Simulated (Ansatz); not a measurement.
AlRu3 (Fm-3m): the Drude term of Re ε in the infrared

Re ε of AlRu3 (Fm-3m) at low photon energies is read from one computed spectrum; the carriers' damping was typed as γ = 0.03 eV.

Cell: a, b, c = 4.293, 4.293, 4.293 Å (primitive vectors), 4 atoms.

Method: Ansatz 0.2.0, PBE, independent particles, k-mesh 11×11×11 with interpolation inside its cells, Gaussian parameter 0.15 eV.

Launch of the response step: `ansatz run input.yaml --threads 2 --pin off --max-ram 5120MiB --backend cpu --events-out ev --progress --plain --runs-dir out`. The run took 80 s, on 2 threads of Arm Neoverse V2, with other jobs on the host.

```
photon energy E (eV)  wavelength (µm)   Re ε
                0.25             4.96  -58.7
                0.30             4.13      ?
                0.35             3.54  -25.4
                0.40             3.10  -20.2
                0.50             2.48  -11.0
                0.60             2.07   -0.3
                0.70             1.77   11.2
```

A Drude term over a constant background gives Re ε = ε_b − ωp²/(E² + γ²), linear in 1/(E² + γ²).

Working, on the rows shown:

| x = 1/(E² + γ²) (eV⁻²) | y = Re ε |
| --- | --- |
| 15.7729 | -58.7 |
| 8.10373 | -25.4 |
| 6.21504 | -20.2 |
| 3.98565 | -11 |
| 2.77085 | -0.3 |
| 2.03707 | 11.2 |

Means: x̄ = 6.4809, ȳ = -17.4. Σ(x − x̄)(y − ȳ) = -602.5, Σ(x − x̄)² = 128.8. Slope = -602.5 / 128.8 = -4.678; intercept = ȳ − slope · x̄ = 12.92. The line misses the rows shown by at most 7.8.

**Question.** What does the fit predict for the withheld row, and how well does it do?

**Answer.** At x = 11.001 the line gives y = -38.548. The run gave -35.3, so the interpolation is off by 3.2, 5 % of the range in the table. The law describes these rows poorly: it misses even the rows shown by over a tenth of the range.

Refitted with all rows, the slope is -4.592 and the intercept 12.771. These give ωp = √(−slope) = 2.14 eV, against 3.16 eV from the program's Fermi-surface sum, and an intercept of 12.8. Taking the program's Drude term off the rows leaves 99 at the lowest energy and 32 at the highest, so the background isn't constant: interband transitions lie in or near the window, and neither fitted number can be trusted. The structure is a model and need not exist. The values come from a sum over the points of one k-mesh and carry its error, which is largest for Fermi-surface quantities. Spin-orbit coupling is left out.

[Logs are printed without paths, hosts, clocks, repeated set-up lines and the standing remarks that a program may print on its own settings, such as how far it seeks lower states.]
